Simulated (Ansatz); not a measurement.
# FeAs2 (Lollingite): converging the G0W0 gap, part 2 of 2

Aim: see how the G0W0 gap of FeAs2 (Lollingite) on r2SCAN moves with empty bands and screening cutoff, and what each rung costs.

Ansatz 0.2.0; G0W0 on r2SCAN, plane waves, PAW. Known limits of the many-body steps: not at the basis limit; no spin polarisation; d states lean on the start; no spin-orbit coupling; coarse k mesh.

So far. Step 2 (239 empty bands, screening to 110 eV): The gap on the mesh goes from 0.60 eV to 0.56 eV, a correction of −0.04 eV, though a band edge has moved to another state. Step 3 (543 empty bands, screening to 190 eV): Against the run with 4×4×6 mesh, 239 empty bands, screening to 110 eV, hard PAW files, the gap moves by −0.015 eV.

In doubt: one-shot GW on d or f shells is unsure (steps 2, 3, 4, 5), so the values of those runs are not to be relied on.

## Step 4: 921 empty bands, screening to 270 eV

Contents of input.yaml:

```yaml
crystal:
  lattice:
    - [5.3012, 0.0, 0.0]
    - [0.0, 5.9858, 0.0]
    - [0.0, 0.0, 2.8822]
  atoms:
    - { symbol: Fe, position: [0.0, 0.0, 0.0] }
    - { symbol: Fe, position: [0.5, 0.5, 0.5] }
    - { symbol: As, position: [0.1763, 0.3624, 0.0] }
    - { symbol: As, position: [0.8237, 0.6376, 0.0] }
    - { symbol: As, position: [0.6763, 0.1376, 0.5] }
    - { symbol: As, position: [0.3237, 0.8624, 0.5] }
kpoints:
  mp_grid: { grid: [4, 4, 6] }
hamiltonian:
  xc: r2scan
  pseudopotentials: { kind: paw, source: ansatz }
scf:
  occupations: { method: fixed }
gw:
  n_empty_bands: 921
  ecut_chi: 270.0
  qp_bands: [v2, c2]
  qp_kpoints: band_edges
  screening: { model: contour_deformation }
```

On the command line:

```sh
$ ansatz run input.yaml --threads 4 --pin off --max-ram 138240MiB --backend cuda --events-out ev --progress --plain --runs-dir out --devices 1 --max-vram 26GiB
```

Numbers of over 12 decimals in the logs are rounded to 6 here.

Log:

```text
GPUs: using 1 of 1 available (devices: 1).
[...]
GPU FFT provider: cuFFT
GPU libraries: cuBLAS 13.8.2, cuFFT 12.4.0, cuSOLVER 12.3.4
Crystal: 6 atoms, lattice volume = 91.458 Å³
Basis set: ecut = 1060 eV, 7157 PW (Γ), exchange–correlation on 240×256×128 points (64 copies of the dense FFT grid, shifted against one another)
Bands: 56, of which v1, the nominal top of the filled ones, is band 46 counted from 1 (45 counted from 0)
[...]
1    48     16.3250   -24.3250    -3.8571   -28.6051  0.6723    16.7511    16.7481  root
[...]
35    45     14.2609   -22.5895     2.2779   -20.3159  0.7273    14.2652    14.2652  root
    35    46     14.2609   -22.5895     2.2779   -20.3159  0.7273    14.2652    14.2652  root
    35    47     15.2602   -24.5935    -5.1517   -30.2134  0.6344    15.7372    15.7283  root
    35    48     15.2602   -24.5935    -5.1517   -30.2134  0.6344    15.7372    15.7283  root
[key lines of the parts left out:]
SCF converged after 12 iterations
Free energy (F): -28435.567972 eV
Fermi energy:    14.284195 eV
```

Wall time 7.3 min (1 × NVIDIA H100 80GB HBM3 (shared by 3 runs) with 4 threads of AMD EPYC 7R13 (Zen 3), shared host); peak memory 11 GiB; 15 min of CPU time.

Numbers from this step:

```yaml
bands_summed: 967
rpa_eps_infinity_on_this_mesh_eigenvalues: 20.26, 20.90, 24.04
plane_waves_in_the_screening_matrix: 905
g0w0_gap_on_the_mesh: 0.5661 eV
k_of_the_valence_top: 0, 0.25, 0.1667
k_of_the_conduction_bottom: 0, 0, 0.1667
starting_gap_on_the_mesh: 0.5980 eV
least_direct_g0w0_gap_on_the_computed_points: 0.7468 eV
```

Against the run with 4×4×6 mesh, 543 empty bands, screening to 190 eV, hard PAW files, the gap moves by +0.019 eV.

## Step 5: Changing the k mesh: 6×4×10 mesh, 239 empty bands, screening to 110 eV, hard PAW files

A second mesh at equal bands and cutoff isolates the sampling error. Bands and cutoff differ from the step before, so it is read against an earlier run that matches them.

Edit input.yaml of step 4 so:

```diff
@@ -13,3 +13,3 @@
 kpoints:
-  mp_grid: { grid: [4, 4, 6] }
+  mp_grid: { grid: [6, 4, 10] }
 hamiltonian:
@@ -20,4 +20,4 @@
 gw:
-  n_empty_bands: 921
-  ecut_chi: 270.0
+  n_empty_bands: 239
+  ecut_chi: 110.0
   qp_bands: [v2, c2]
```

Log:

```text
GPUs: using 1 of 1 available (devices: 1).
[...]
GPU FFT provider: cuFFT
GPU libraries: cuBLAS 13.8.2, cuFFT 12.4.0, cuSOLVER 12.3.4
Crystal: 6 atoms, lattice volume = 91.458 Å³
Basis set: ecut = 1060 eV, 7157 PW (Γ), exchange–correlation on 240×256×128 points (64 copies of the dense FFT grid, shifted against one another)
Bands: 56, of which v1, the nominal top of the filled ones, is band 46 counted from 1 (45 counted from 0)
[...]
45    47     15.2583   -22.0660    -3.9719   -26.7470  0.6802    15.9877    15.9673  root ?
[...]
71    45     14.2614   -22.5859     2.5459   -20.3242  0.7334    14.5442    14.5456  root
    71    46     14.2614   -22.5859     2.5459   -20.3242  0.7334    14.5442    14.5456  root
    71    47     15.2618   -24.6071    -4.7528   -30.2133  0.6509    16.1459    16.1151  root
    71    48     15.2618   -24.6071    -4.7528   -30.2133  0.6509    16.1459    16.1151  root
[key lines of the parts left out:]
SCF converged after 12 iterations
Free energy (F): -28435.576314 eV
Fermi energy:    14.291190 eV
```

Wall time 7 min (1 × NVIDIA H100 80GB HBM3 (shared by 3 runs) with 4 threads); peak memory 5 GiB.

This step gave:

* bands summed: 285
* RPA ε∞ on this mesh (eigenvalues): 19.35, 20.92, 24.03
* plane waves in the screening matrix: 243
* G0W0 gap on the mesh: 0.4957 eV
* k of the valence top: 0, 0.25, 0.2
* k of the conduction bottom: 0, 0, 0.2
* starting gap on the mesh: 0.5495 eV
* least direct G0W0 gap on the computed points: 0.6596 eV

Against the run with 4×4×6 mesh, 239 empty bands, screening to 110 eV, hard PAW files, the gap moves by −0.07 eV, while the start moved by −0.05 eV. A band edge is found at another k point on this mesh.

## Step 6: The runs together

Times are wall times on 1 × NVIDIA H100 80GB HBM3 (shared by 3 runs) with 4 threads of AMD EPYC 7R13 (Zen 3), shared host. The host was busy with other work, so they are no guide to cost.

```tsv
mesh	files	frequency	bands summed	cutoff (eV)	start (eV)	G0W0 (eV)	time	host memory (GiB)
4×4×6	hard PAW	contour deformation	285	110	0.598	0.562	2.1 min	3.2
4×4×6	hard PAW	contour deformation	589	190	0.598	0.547	4.1 min	5.9
4×4×6	hard PAW	contour deformation	967	270	0.598	0.566	7.3 min	11
6×4×10	hard PAW	contour deformation	285	110	0.550	0.496	7 min	5.0
```

The parts of the quasiparticle energy at the two band edges (eV; QP = start + Σx + Σc − Vxc):

```tsv
run	edge	start	Σx	Σc	Vxc	Z	QP
285 bands	valence top	14.25	-33.02	4.73	-29.15	0.66	15.12
285 bands	conduction bottom	15.12	-19.38	-3.21	-23.15	0.71	15.68
589 bands	valence top	14.25	-33.02	4.52	-29.15	0.66	14.90
589 bands	conduction bottom	15.12	-19.38	-3.44	-23.15	0.70	15.45
967 bands	valence top	14.25	-33.02	4.40	-29.15	0.65	14.78
967 bands	conduction bottom	15.12	-19.38	-3.54	-23.15	0.70	15.35
```

 Where G0W0 reorders the edges (285 bands, 589 bands and 967 bands), the two states listed lie further apart at the start than the starting gap.

## Step 7: What came out

* 285 bands, 110 eV: 0.562 eV
* 589 bands, 190 eV: 0.547 eV
* 967 bands, 270 eV: 0.566 eV
* mesh and start: 4×4×6, r2SCAN

What this shows: From 285 to 967 bands the gap moves by +0.004 eV while the time grows 3.4-fold. Σc changes by −0.34 eV at the valence top and −0.33 eV at the conduction bottom, so the levels themselves move more than the gap between them. The gap turns back along the series, so no limit is drawn from it. On the 6×4×10 mesh in place of 4×4×6 the gap differs by −0.07 eV, of which −0.05 eV is already in the start. The 4×4×6 mesh misses a band edge: on 6×4×10 the r2SCAN gap is 0.55 eV, so these values are not the fundamental gap, which lies some 0.05 eV lower. The 4×4×6 mesh is coarse for this cell (its supercell is 17 Å along the shortest edge). The RPA ε∞ on it, from the r2SCAN start, is 20.26, 20.90 and 24.04; such meshes misread the long-range screening, most where the gap is narrow. The runs have no spin polarisation. For a closed low-spin shell that is the natural state; where a d or f shell is open it is a constraint, and the gap is then not the crystal's own. With d states at the gap, one-shot GW leans hard on its start. The many-body steps are scalar-relativistic: spin-orbit coupling is not in them.

[Paths, hosts, dates, memory and timing lines, banners, echoed tables and standing remarks are left out of the program output.]

[Logs are printed without paths, hosts, clocks, repeated set-up lines and the standing remarks that a program may print on its own settings, such as how far it seeks lower states.]

[Runs of the session that timed out or met a known fault of the program may be left out.]

[Cells called generated may have been cut or substituted from an entry of the Crystallography Open Database or the Materials Project.]

[Hosts, paths, dates, database ids (printed as entryN), source tags and the programs' standing remarks are cut or masked in the printed files.]
